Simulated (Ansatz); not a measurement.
# GePbO3 (Pm-3m): relaxing the cell for a phonon run

Task: relax GePbO3 (Pm-3m) tightly.

Calculated with Ansatz 0.2.0; DFT PBEsol, scalar-relativistic, plane waves, PAW; PAW set soft_1.

## (1) The starting structure

Symmetry: Pm-3m, No. 221, cubic system. The conventional cell has a = 3.888 Å, b = 3.888 Å, c = 3.888 Å, α = 90.00°, β = 90.00°, γ = 90.00°. Nearest to Ge lie 6 O at 1.94 Å. Pb has 12 O at 2.75 Å nearest. Nearest to O lie 2 Ge at 1.94 Å and 4 Pb at 2.75 Å. Farther neighbours and most contacts between anions are not listed.

## (2) Probe on a coarse mesh

First a cheap look: the gap decides the mesh and the occupations, the pressure tells how far the cell has to move.

input.yaml reads:

```yaml
crystal:
  lattice:
    - [3.888437, 0.0, 0.0]
    - [0.0, 3.888437, 0.0]
    - [0.0, 0.0, 3.888437]
  atoms:
    - { symbol: Ge, position: [0.5, 0.5, 0.5] }
    - { symbol: Pb, position: [0.0, 0.0, 0.0] }
    - { symbol: O, position: [0.0, 0.5, 0.5] }
    - { symbol: O, position: [0.5, 0.5, 0.0] }
    - { symbol: O, position: [0.5, 0.0, 0.5] }
kpoints:
  mp_grid: { grid: [6, 6, 6] }
hamiltonian:
  xc: pbesol
  pseudopotentials: { kind: paw, azcp: { folder: soft_1 }, xc_functional: pbe }
scf:
  occupations: { method: gaussian, width: 0.1 }
output:
  forces: true
  stress: true
  eigenvalues: true
```

Command:

```bash
> ansatz run input.yaml --threads 4 --pin off --max-ram 10240MiB --backend cpu --events-out ev --progress --plain --runs-dir out
```

Numbers of over 12 decimals in the logs are rounded to 6 here.

The log of the run:

```text
Engine: ansatz 0.2.0, aarch64-unknown-linux-gnu
Pseudopotentials: kind: paw
Pseudopotential: Ge, paw, valence charge 14, recommended cutoff 420 eV (normal), soft_1/Ge.paw.azcp
Pseudopotential: Pb, paw, valence charge 14, recommended cutoff 420 eV (normal), soft_1/Pb.paw.azcp
Pseudopotential: O, paw, valence charge 6, recommended cutoff 420 eV (normal), soft_1/O.paw.azcp
Functional definition: PBEsol
[...]
k-point 0: bands = [... 19 lower, 9.2501, 9.4349, 9.4349, 9.4349, 10.1890, 18.9978, 18.9978, 18.9978, ... 1 higher]
  k-point 1: bands = [... 19 lower, 9.0967, 9.3765, 9.4511, 9.4511, 11.5358, 17.4027, 18.5733, 18.5733, ... 1 higher]
  k-point 2: bands = [... 19 lower, 9.2633, 9.5979, 9.5979, 9.9021, 13.5273, 15.2385, 17.9027, 17.9027, ... 1 higher]
  k-point 19: bands = [... 19 lower, 9.0312, 10.6360, 10.6360, 10.6360, 17.4531, 17.4531, 17.4531, 18.0536, ... 1 higher]
[key lines of the parts left out:]
SCF converged after 8 iterations
Free energy (F): -17692.526178 eV
Fermi energy:    10.891559 eV
P = ⅓ Tr σ = -5.9897 GPa (-59.897 kbar)
```

It took 1.5 s on 4 threads of Arm Neoverse V1, shared host; peak memory 0.35 GiB.

This step gave:

- pressure: -5.990 GPa
- volume per atom: 11.76 Å³
- gap on the k-mesh: 0 eV

The coarse mesh shows no gap and a pressure of -6.0 GPa.

## (3) Relaxation

The cell and atoms are relaxed, since residual forces and stress would shift the frequencies.

input.yaml: that of step 2 with these lines changed.

```diff
@@ -12,3 +12,3 @@
 kpoints:
-  mp_grid: { grid: [6, 6, 6] }
+  mp_grid: { grid: [10, 10, 10] }
 hamiltonian:
@@ -22 +22,10 @@
   eigenvalues: true
+  write_density: true
+  write_potential: true
+  elf: true
+  volumetric_format: npy
+relax:
+  adjacent_minimum: "off"
+  f_tol: 0.005
+  max_steps: 80
+  cell: { stress_tol: 0.05 }
```

The log of the run:

```text
[...]
Crystal: 5 atoms, lattice volume = 58.793 Å³
Basis set: ecut = 420 eV, 1189 PW (Γ), exchange–correlation on 54×54×54 points (8 copies of the dense FFT grid, shifted against one another)
Bands: 28, of which v1, the nominal top of the filled ones, is band 23 counted from 1 (22 counted from 0)
Symmetry: 48 space group operations
[...]
k-points: 56 of 1000
[...]
SCF iter   1: F=—  HF=-17692.959652 eV  |F-HF|=—  |Δ(HF+E_count)|=         —  Δρ=7.58e-2  dr2=1.81e0  ethr=3.10e-3  ⟨swp⟩=6.2  Hψ=7267  notcnv=0
[...]
SCF iter   9: F=-17692.522740 eV  HF=-17692.522740 eV  |F-HF|=2.66e-9  |Δ(HF+E_count)|=   8.22e-9  Δρ=3.00e-6  dr2=4.44e-9  ethr=2.17e-10  ⟨swp⟩=13.9  Hψ=11389  notcnv=0
SCF 1 converged in 9 iterations: F = -17692.522740 eV  dr2 = 4.44e-9
[...]
relax step   1: F+E_penalty+E_count = -17692.52273990 eV  Δ(F+E_penalty+E_count) = +0.000e0 eV  max|allowed force component| = 1.394e-29 eV/Å  Δτ_max = 0.0000 Å  P = -5.987 GPa  Ω = 58.793 Å³  (9 SCF iters, dr2 threshold 1.00e-7 eV, accepted)
Crystal: 5 atoms, lattice volume = 57.135 Å³
Basis set: ecut = 420 eV, 1141 PW (Γ), exchange–correlation on 54×54×54 points (8 copies of the dense FFT grid, shifted against one another)
[...]
iter 1 solved again at ethr=1.73e-5 eV; its pass at ethr=3.10e-3 eV (dr2=7.96e-3 eV) is discarded
[...]
SCF iter   6: F=-17692.566130 eV  HF=-17692.566130 eV  |F-HF|=6.91e-10  |Δ(HF+E_count)|=   1.73e-7  Δρ=5.14e-6  dr2=1.12e-8  ethr=7.72e-10  ⟨swp⟩=7.7  Hψ=11346  notcnv=0
SCF 2 converged in 6 iterations: F = -17692.566130 eV  dr2 = 1.12e-8
relax step   2: F+E_penalty+E_count = -17692.56612960 eV  Δ(F+E_penalty+E_count) = -4.339e-2 eV  max|allowed force component| = 3.671e-29 eV/Å  Δτ_max = 0.0000 Å  P = -1.316 GPa  Ω = 57.135 Å³  energy of the carried Pulay correction = +4.897e-3 eV  (6 SCF iters, dr2 threshold 5.00e-7 eV, accepted)
Crystal: 5 atoms, lattice volume = 56.685 Å³
[...]
SCF iter   6: F=-17692.569200 eV  HF=-17692.569200 eV  |F-HF|=2.62e-10  |Δ(HF+E_count)|=   1.17e-8  Δρ=1.53e-6  dr2=1.09e-9  ethr=7.08e-11  ⟨swp⟩=6.5  Hψ=9709  notcnv=0
SCF 3 converged in 6 iterations: F = -17692.569200 eV  dr2 = 1.09e-9
relax step   3: F+E_penalty+E_count = -17692.56920040 eV  Δ(F+E_penalty+E_count) = -3.071e-3 eV  max|allowed force component| = 5.075e-30 eV/Å  Δτ_max = 0.0000 Å  P = +0.107 GPa  Ω = 56.685 Å³  energy of the carried Pulay correction = +6.252e-3 eV  (6 SCF iters, dr2 threshold 5.00e-7 eV, accepted)
[...]
relax step   4: F+E_penalty+E_count = -17692.56911227 eV  Δ(F+E_penalty+E_count) = +8.813e-5 eV  max|allowed force component| = 4.331e-30 eV/Å  Δτ_max = 0.0000 Å  P = +0.000 GPa  Ω = 56.717 Å³  energy of the carried Pulay correction = +6.153e-3 eV  (6 SCF iters, accepted)
[...]
relax step   5: F+E_penalty+E_count = -17692.56415164 eV  Δ(F+E_penalty+E_count) = +4.961e-3 eV  max|allowed force component| = 4.220e-30 eV/Å  Δτ_max = 0.0000 Å  P = -0.154 GPa  Ω = 56.717 Å³  stress off target by 1.54e-1 GPa  SCF on the basis re-selected at this cell (its energy is not comparable with the rows above)  (6 SCF iters)
[...]
relax step   6: F+E_penalty+E_count = -17692.56431712 eV  Δ(F+E_penalty+E_count) = -1.655e-4 eV  max|allowed force component| = 9.887e-30 eV/Å  Δτ_max = 0.0000 Å  P = -0.001 GPa  Ω = 56.670 Å³  energy of the carried Pulay correction = +1.423e-4 eV  (6 SCF iters, accepted)
[...]
SCF iter   8: F=-17692.563990 eV  HF=-17692.563990 eV  |F-HF|=3.64e-12  |Δ(HF+E_count)|=  3.64e-12  Δρ=1.78e-9  dr2=1.12e-15  ethr=1.00e-12  ⟨swp⟩=3.8  Hψ=5608  notcnv=0
SCF 7 converged in 8 iterations: F = -17692.563990 eV  dr2 = 1.12e-15
relax step   7: F+E_penalty+E_count = -17692.56398961 eV  Δ(F+E_penalty+E_count) = +3.275e-4 eV  max|allowed force component| = 2.761e-30 eV/Å  Δτ_max = 0.0000 Å  P = -0.003 GPa  Ω = 56.670 Å³  stress off target by 3.45e-3 GPa  SCF on the basis re-selected at this cell (its energy is not comparable with the rows above)  (8 SCF iters)
[...]
SCF converged after 8 iterations
Free energy (F): -17692.563990 eV
[...]
Internal energy: -17692.563558 eV  (E = F + TS)
E sigma→0 (E₀):  -17692.563774 eV
Entropy (-TS):   -0.000432 eV (-0.086 meV/atom)
Fermi energy:    11.652863 eV
[...]
--- Stress (GPa, compression-positive) ---
       -0.003453      -0.000000       0.000000
       -0.000000      -0.003453      -0.000000
        0.000000      -0.000000      -0.003453
  P = ⅓ Tr σ = -0.0035 GPa (-0.035 kbar)
--- Band table (eV; the first three rows and the last of 56) ---
  k-point 0: bands = [... 19 lower, 9.7906, 9.9555, 9.9555, 9.9555, 11.2018, 19.9398, 19.9398, 19.9398, ... 1 higher]
  k-point 1: bands = [... 19 lower, 9.7423, 9.9334, 9.9508, 9.9508, 11.7685, 19.1468, 19.7508, 19.7508, ... 1 higher]
  k-point 2: bands = [... 19 lower, 9.6413, 9.8761, 10.0104, 10.0104, 12.8633, 17.7904, 19.3256, 19.3256, ... 1 higher]
  k-point 55: bands = [... 19 lower, 9.6146, 11.2240, 11.2240, 11.2240, 18.3461, 18.3461, 18.3461, 18.9424, ... 1 higher]
--- Relaxed structure (5 steps of the walk, 5 accepted, 2 SCFs on fresh bases) ---
  F+E_penalty+E_count = -17692.56398961 eV   max|allowed force component| = 2.761e-30 eV/Å   (the final SCF, on the basis selected at the relaxed cell)
  cell:  # Å, volume = 56.6698 Å³
    - [3.841054, 0, 0]
    - [0, 3.841054, 0]
    - [0, 0, 3.841054]
  atoms:
    - { symbol: Ge, position: [0.5, 0.5, 0.5] }
    - { symbol: Pb, position: [0, 0, 0] }
    - { symbol: O, position: [0, 0.5, 0.5] }
    - { symbol: O, position: [0.5, 0.5, 0] }
    - { symbol: O, position: [0.5, 0, 0.5] }
```

Wall time 12 s (4 threads); peak memory 0.43 GiB; 46 s of CPU time.

Relaxation path:

```tsv
step	energy less that of the first step (eV)	largest force component (eV/Å)	pressure (GPa)	volume (Å³)
1	0.0000	0.0000	-5.99	58.79
2	-0.0434	0.0000	-1.32	57.13
3	-0.0465	0.0000	0.11	56.68
4	-0.0464	0.0000	0.00	56.72
5*	-0.0414	0.0000	-0.15	56.72
6	-0.0416	0.0000	0.00	56.67
7*	-0.0412	0.0000	0.00	56.67
```

Relaxation steps marked * repeat the geometry before them on a plane-wave basis chosen anew for their cell, so energy and pressure can jump there.

The run keeps the 48 symmetry operations that it works with, so distortions that break them were not tested.

```tsv
conventional cell, symmetrised	before	after	change
a (Å)	3.888	3.841	-1.2 %
b (Å)	3.888	3.841	-1.2 %
c (Å)	3.888	3.841	-1.2 %
volume (Å³/atom)	11.76	11.33	-3.6 %
```

Final coordinates:

```xyz
5
Lattice="3.8411 0.0000 0.0000 0.0000 3.8411 0.0000 0.0000 0.0000 3.8411" Properties=species:S:1:pos:R:3 pbc="T T T"
Ge    1.9205    1.9205    1.9205
Pb    0.0000    0.0000    0.0000
O     0.0000    1.9205    1.9205
O     1.9205    1.9205    0.0000
O     1.9205    0.0000    1.9205
```

This step gave:

```yaml
pressure: -0.003453 GPa
volume_per_atom: 11.33 Å³
```

Valence density in the ac plane at fractional y = 0.500, with atoms of Ge and O within 0.2 Å of it. It is the smooth field of the valence electrons, not physical close to the nuclei.

Values in e/Å³, 14 rows by 14 columns, each cell a mean:
```
 0  0  0  0  1  2  5  6  4  2  1  0  0  0
 0  0  0  0  0  1  2  3  2  1  0  0  0  0
 0  0  0  0  0  1  1  1  1  0  0  0  0  0
 1  0  0  0  0  0  1  1  1  0  0  0  0  1
 2  1  1  0  0  1  2  3  2  1  0  0  1  2
 6  4  2  1  1  3 12 19  9  2  1  1  2  4
 8  5  2  1  1  6 25 41 19  3  1  1  3  6
 6  4  2  1  1  4 16 25 12  2  1  1  2  5
 3  2  1  0  0  1  4  6  3  1  0  1  1  2
 1  1  0  0  0  0  1  1  1  0  0  0  0  1
 0  0  0  0  0  0  1  1  1  0  0  0  0  0
 0  0  0  0  0  1  2  2  2  1  0  0  0  0
 0  0  0  0  1  2  4  5  4  1  0  0  0  0
 0  0  0  0  1  3  6  8  6  2  1  0  0  0
```
Columns run along a (3.8 Å), rows up along c (3.8 Å). Atoms in or near the plane, at fractional coordinates: Ge at (0.50, 0.50), O at (0.00, 0.50), O at (0.50, 0.00).

Electrostatic potential energy in the ac plane at fractional y = 0.500, with atoms of Ge and O within 0.2 Å of it. With pseudopotentials it is smooth inside the atoms' cores, unlike the true potential.

Ten even steps from '_' (-30 eV) to '@' (16 eV), each cell a mean:
```
@@@@@@@@%%--____..++@@@@@@@@
@@@@@@@@@@**--::--%%@@@@@@@@
@@@@@@@@@@%%##**##%%@@@@@@@@
@@@@@@@@%%##++++**##%%@@@@@@
==**%%%%**========++##%%%%++
__..++##++====++====**##--..
____--##====++++++==++**::__
__..==##++==++++====++##--__
::==##%%**==========##%%**--
%%@@@@@@%%**++==++**%%@@@@%%
@@@@@@@@@@%%######%%@@@@@@@@
@@@@@@@@@@##==--++%%@@@@@@@@
@@@@@@@@@@==..__..**@@@@@@@@
@@@@@@@@%%::______==@@@@@@@@
```
Columns run along a (3.8 Å; values clipped at the 3rd and 97th percentile), rows up along c (3.8 Å). Atoms in or near the plane, at fractional coordinates: Ge at (0.50, 0.50), O at (0.00, 0.50), O at (0.50, 0.00).

ELF in the ac plane at fractional y = 0.500, with atoms of Ge and O within 0.2 Å of it. It is the smooth field of the valence electrons, not physical close to the nuclei.

Values, 14 rows by 14 columns, each cell a mean:
```
0.03 0.04 0.10 0.37 0.71 0.80 0.65 0.52 0.70 0.80 0.64 0.27 0.06 0.04
0.07 0.06 0.07 0.21 0.54 0.75 0.76 0.74 0.77 0.71 0.44 0.14 0.05 0.06
0.32 0.24 0.11 0.10 0.26 0.51 0.63 0.66 0.61 0.44 0.20 0.09 0.14 0.27
0.70 0.60 0.35 0.16 0.17 0.28 0.36 0.38 0.34 0.24 0.15 0.20 0.44 0.64
0.82 0.79 0.63 0.36 0.23 0.24 0.22 0.21 0.23 0.24 0.24 0.44 0.71 0.80
0.64 0.73 0.75 0.53 0.30 0.19 0.11 0.12 0.12 0.23 0.34 0.61 0.77 0.70
0.34 0.59 0.76 0.58 0.32 0.15 0.15 0.42 0.12 0.21 0.37 0.66 0.74 0.52
0.56 0.69 0.75 0.55 0.31 0.17 0.11 0.15 0.11 0.22 0.36 0.63 0.76 0.65
0.80 0.80 0.70 0.43 0.26 0.23 0.17 0.15 0.19 0.24 0.28 0.51 0.75 0.80
0.76 0.69 0.44 0.21 0.18 0.26 0.31 0.32 0.30 0.23 0.17 0.26 0.54 0.71
0.44 0.34 0.16 0.10 0.21 0.43 0.55 0.58 0.53 0.36 0.16 0.10 0.21 0.37
0.12 0.09 0.07 0.16 0.44 0.70 0.75 0.76 0.75 0.63 0.35 0.11 0.07 0.10
0.04 0.04 0.09 0.34 0.69 0.80 0.69 0.59 0.73 0.79 0.60 0.24 0.06 0.04
0.03 0.04 0.12 0.44 0.76 0.80 0.56 0.34 0.64 0.82 0.70 0.32 0.07 0.03
```
Columns run along a (3.8 Å), rows up along c (3.8 Å). Atoms in or near the plane, at fractional coordinates: Ge at (0.50, 0.50), O at (0.00, 0.50), O at (0.50, 0.00).

In this step the volume went from 11.76 to 11.33 Å³/atom.

## (4) Relaxing to small forces for the phonons

Phonons need a cell at rest on their own settings, so the relaxation is repeated with tight tolerances on forces and stress on the k mesh and occupations of the first response run.

input.yaml reads:

```yaml
crystal:
  lattice:
    - [3.8410544318, 0.0, 0.0]
    - [0.0, 3.8410544318, 0.0]
    - [0.0, 0.0, 3.8410544318]
  atoms:
    - { symbol: Ge, position: [0.5, 0.5, 0.5] }
    - { symbol: Pb, position: [0.0, 0.0, 0.0] }
    - { symbol: O, position: [0.0, 0.5, 0.5] }
    - { symbol: O, position: [0.5, 0.5, 0.0] }
    - { symbol: O, position: [0.5, 0.0, 0.5] }
kpoints:
  mp_grid: { grid: [12, 12, 12] }
hamiltonian:
  xc: pbesol
  pseudopotentials: { kind: paw, azcp: { folder: soft_1 }, xc_functional: pbe }
scf:
  occupations: { method: methfessel_paxton, width: 0.2 }
output:
  forces: true
  stress: true
  eigenvalues: true
relax:
  adjacent_minimum: "off"
  f_tol: 0.001
  max_steps: 60
  cell: { stress_tol: 0.01 }
```

The log of the run:

```text
[...]
Crystal: 5 atoms, lattice volume = 56.670 Å³
Basis set: ecut = 420 eV, 1141 PW (Γ), exchange–correlation on 54×54×54 points (8 copies of the dense FFT grid, shifted against one another)
Bands: 28, of which v1, the nominal top of the filled ones, is band 23 counted from 1 (22 counted from 0)
[... 1 set-up line as in the run before ...]
[...]
k-points: 84 of 1728
[...]
--- Relaxed structure (3 steps of the walk, 3 accepted, 2 SCFs on fresh bases) ---
[...]
cell:  # Å, volume = 56.6551 Å³
    - [3.840723, 0, 0]
    - [0, 3.840723, 0]
    - [0, 0, 3.840723]
  atoms:
    - { symbol: Ge, position: [0.5, 0.5, 0.5] }
    - { symbol: Pb, position: [0, 0, 0] }
    - { symbol: O, position: [0, 0.5, 0.5] }
    - { symbol: O, position: [0.5, 0.5, 0] }
    - { symbol: O, position: [0.5, 0, 0.5] }
[key lines of the parts left out:]
SCF converged after 7 iterations
Free energy (F): -17692.563053 eV
Fermi energy:    11.569865 eV
P = ⅓ Tr σ = -0.0003 GPa (-0.003 kbar)
```

The job ended after 12 s (4 threads; peak memory 0.45 GiB).

Little changed from the start: no atom moved by 0.005 Å and no cell edge by 0.1 %.

Numbers from this step:

```yaml
pressure: -2.62e-4 GPa
```

The forces vanish by symmetry and the pressure is 0.000 GPa, within the tolerances set. The cell now holds 11.33 Å³/atom.

## (5) Outcome

- space group after relaxation (within 0.01 Å): Pm-3m
- lattice constant a: 3.841 Å
- lattice constant b: 3.841 Å
- lattice constant c: 3.841 Å
- volume per atom: 11.3 Å³

The forces vanish by symmetry and the pressure is 0.000 GPa, within the tolerances set. The cell now holds 11.33 Å³/atom. The relaxation keeps the symmetry of its start, so it says nothing on stability against lower symmetry. Spin-orbit coupling is left out, which can matter for the heavy elements here. The PAW files were made for PBE and serve the other functionals too.

[Logs are printed without paths, hosts, clocks, repeated set-up lines and the standing remarks that a program may print on its own settings, such as how far it seeks lower states.]

[Hosts, paths, dates, database ids (printed as entryN), source tags and the programs' standing remarks are cut or masked in the printed files.]
